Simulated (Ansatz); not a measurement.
# Ba2TmNbO6: which shell does photoemission see at 21.2 and 1486.7 eV? (LDA)

The valence band of Ba2TmNbO6 mixes several shells. Work out by hand which one leads the spectrum's area at each photon energy.

Filled states come from the projected DOS of Ansatz 0.2.0 (LDA+U, plane waves); cross sections σ and asymmetry parameters β are those of free atoms in a Dirac–Hartree–Slater calculation. A shell's area is states × σ × angular factor, which is 1 + β·P₂(cos θ) for linear light, with θ = 0° from the polarisation and P₂ = 1.000.

**At 21.2 eV** (states counted from 9.3 eV below the zero; other shells add 6.7 to the products' sum of 176):

```
shell  filled states a cell  cross section (Mb an electron)     β  angular factor  product  share by hand (%)  share in the simulated spectrum (%)
Tm 5p                  0.00                               0  0.00            1.00        0                  0                                    0
Tm 4f                 12.03                           0.116  1.71            2.71     3.79                  2                                    2
Ba 5s                  0.00                               0  0.00            1.00        0                  0                                    0
Nb 4d                  2.63                            5.05  0.44            1.44     19.1                 11                                   11
 O 2p                 29.62                            2.73  0.81            1.81      147                 83                                   83
```

**At 1486.7 eV** (states counted from 26.8 eV below the zero; other shells add 0.075 to the products' sum of 0.249):

| shell | filled states a cell | cross section (Mb an electron) | β | angular factor | product | share by hand (%) | share in the simulated spectrum (%) |
| --- | --- | --- | --- | --- | --- | --- | --- |
| Tm 5p | 5.63 | 0.00196 | 1.68 | 2.68 | 0.0295 | 12 | 12 |
| Tm 4f | 12.08 | 0.00486 | 1.06 | 2.06 | 0.121 | 49 | 49 |
| Ba 5s | 3.64 | 0.00143 | 1.98 | 2.98 | 0.0156 | 6 | 6 |
| Nb 4d | 3.25 | 0.000648 | 1.21 | 2.21 | 0.00465 | 2 | 2 |
| O 2p | 30.05 | 6.28e-05 | 0.51 | 1.51 | 0.00285 | 1 | 1 |

O 2p leads at 21.2 eV and Tm 4f at 1486.7 eV. Between the two energies σ of O 2p changes by a factor 2.3e-5 and that of Tm 4f by 0.042, so their ratio moves 1814-fold in favour of the second. The simulated spectrum uses the same rule on the energy-resolved DOS, so the two share columns agree within a few points.

Only crystals where the two columns agree within 4 points and the lead is clear are worked in this form. Free-atom cross sections ignore the solid's final states, no escape depth or background enters, and the count of states a shell hangs on the projection.

[Logs are printed without paths, hosts, clocks, repeated set-up lines and the standing remarks that a program may print on its own settings, such as how far it seeks lower states.]
